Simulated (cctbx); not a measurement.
**Reading a Patterson map**

Space group C2 (no. 5), a = 11.3420 Å, b = 6.6380 Å, c = 11.7050 Å, α = 90.00°, β = 110.83°, γ = 90.00°, content Nd2 La6 Ga8 S24.

Simulated single-crystal data (cctbx): synchrotron X-rays, λ = 0.7749 Å, to d = 0.77 Å, 50 % of the full sphere, strongest reflection 20000 counts, noise from counting, a 2 % proportional error and a noise floor of 8 counts (s.d.); no absorption.

Patterson synthesis, origin scaled to 1000:

```text
Patterson group C 1 2/m 1
      u       v       w   height  length (A)
  0.000   0.000   0.000   1000.0     0.00
  0.000   0.500   0.500    988.5     6.73
  0.250   0.000   0.750    876.4     4.74
  0.125   0.000   0.376    694.4     4.11
  0.125   0.500   0.876    693.0     4.08
  0.252   0.210   0.964    158.1     3.34
  0.248   0.210   0.536    157.5     7.08
 -0.002   0.280   0.286    125.9     3.84
  0.002   0.220   0.213    124.6     2.89
  0.250   0.052   0.250    112.1     3.29
  0.000   0.436   0.000     72.3     2.90
  0.000   0.064   0.500     72.2     5.87
  0.114   0.253   0.087     53.1     2.15
  0.114   0.247   0.587     52.7     5.68
```

**Question.** Which atom pairs make the peaks, and where is the heaviest atom?

A peak at u stands for all pairs with xi − xj = u, with weight Σ ZiZj against Σ Z² = 40526 at the origin. Peak heights follow these weights only roughly, since form factors, motion and series ripples differ, all vectors within 0.55 Å of a peak are counted as merged into it though the farther ones add only part of their weight, and F(000) is left out, which lowers the whole map:

| u | v | w | shortest length (Å) | height | 1000 ΣZiZj/ΣZ² | pairs in the cell |
| --- | --- | --- | --- | --- | --- | --- |
| 0.000 | 0.500 | 0.500 | 6.54 | 988 | 1000 | 4 × Nd–La, 4 × La–La, 8 × Ga–Ga, 24 × S–S |
| 0.250 | 0.000 | 0.750 | 4.66 | 876 | 848 | 4 × Nd–La, 4 × La–La, 8 × Ga–Ga |
| 0.125 | 0.000 | 0.376 | 4.12 | 694 | 707 | 12 × La–Ga, 4 × Nd–Ga |
| 0.125 | 0.500 | 0.876 | 3.98 | 693 | 707 | 12 × La–Ga, 4 × Nd–Ga |
| 0.252 | 0.210 | 0.964 | 3.31 | 158 | 233 | 6 × La–S, 8 × S–S, 2 × Nd–S |
| 0.248 | 0.210 | 0.536 | 5.51 | 158 | 233 | 6 × La–S, 8 × S–S, 2 × Nd–S |
| -0.002 | 0.280 | 0.286 | 3.84 | 126 | 182 | 6 × La–S, 2 × Nd–S |
| 0.002 | 0.220 | 0.213 | 2.88 | 125 | 182 | 6 × La–S, 2 × Nd–S |
| 0.250 | 0.052 | 0.250 | 3.29 | 112 | 233 | 6 × La–S, 8 × S–S, 2 × Nd–S |
| 0.000 | 0.436 | 0.000 | 2.89 | 72 | 182 | 6 × La–S, 2 × Nd–S |

The table stops at ten peaks or at a height of 45, below which ripples compete. In the model behind the data Nd, the heaviest element, has 1 independent site: (1/2, 0.8684, 1/2), up to an allowed shift of origin. No listed peak is a Nd–Nd vector, so the position follows from the cell content and the cross vectors. Elements of similar Z can't be told apart from the map alone. The whole model:

| atom | mult. | x | y | z | Ueq (Å²) |
| --- | --- | --- | --- | --- | --- |
| Nd1 | 2 | 1/2 | 0.8684 | 1/2 | 0.0077 |
| La1 | 4 | 0.7513 | 0.3766 | 0.7492 | 0.0074 |
| La2 | 2 | 0 | 0.8687 | 0 | 0.0099 |
| Ga1 | 4 | 0.3766 | 0.8704 | 0.1234 | 0.0109 |
| Ga2 | 4 | 0.8768 | 0.8697 | 0.6272 | 0.0095 |
| S1 | 4 | 0.7484 | 0.8069 | 0.7468 | 0.0127 |
| S2 | 4 | 0.2462 | 0.6587 | 0.9682 | 0.0123 |
| S3 | 4 | 0.7503 | 0.6618 | 0.4633 | 0.0118 |
| S4 | 4 | 0.4954 | 0.5881 | 0.7841 | 0.0144 |
| S5 | 4 | 0.4987 | 0.0872 | 0.2892 | 0.0117 |
| S6 | 2 | 0 | 0.4443 | 0 | 0.0138 |
| S7 | 2 | 0 | 0.9481 | 1/2 | 0.0145 |

The model was made for the exercise: a known structure type with other elements put in, its volume estimated, not relaxed; displacement parameters are assumed.

[Logs are printed without paths, hosts, clocks, repeated set-up lines and the standing remarks that a program may print on its own settings, such as how far it seeks lower states.]
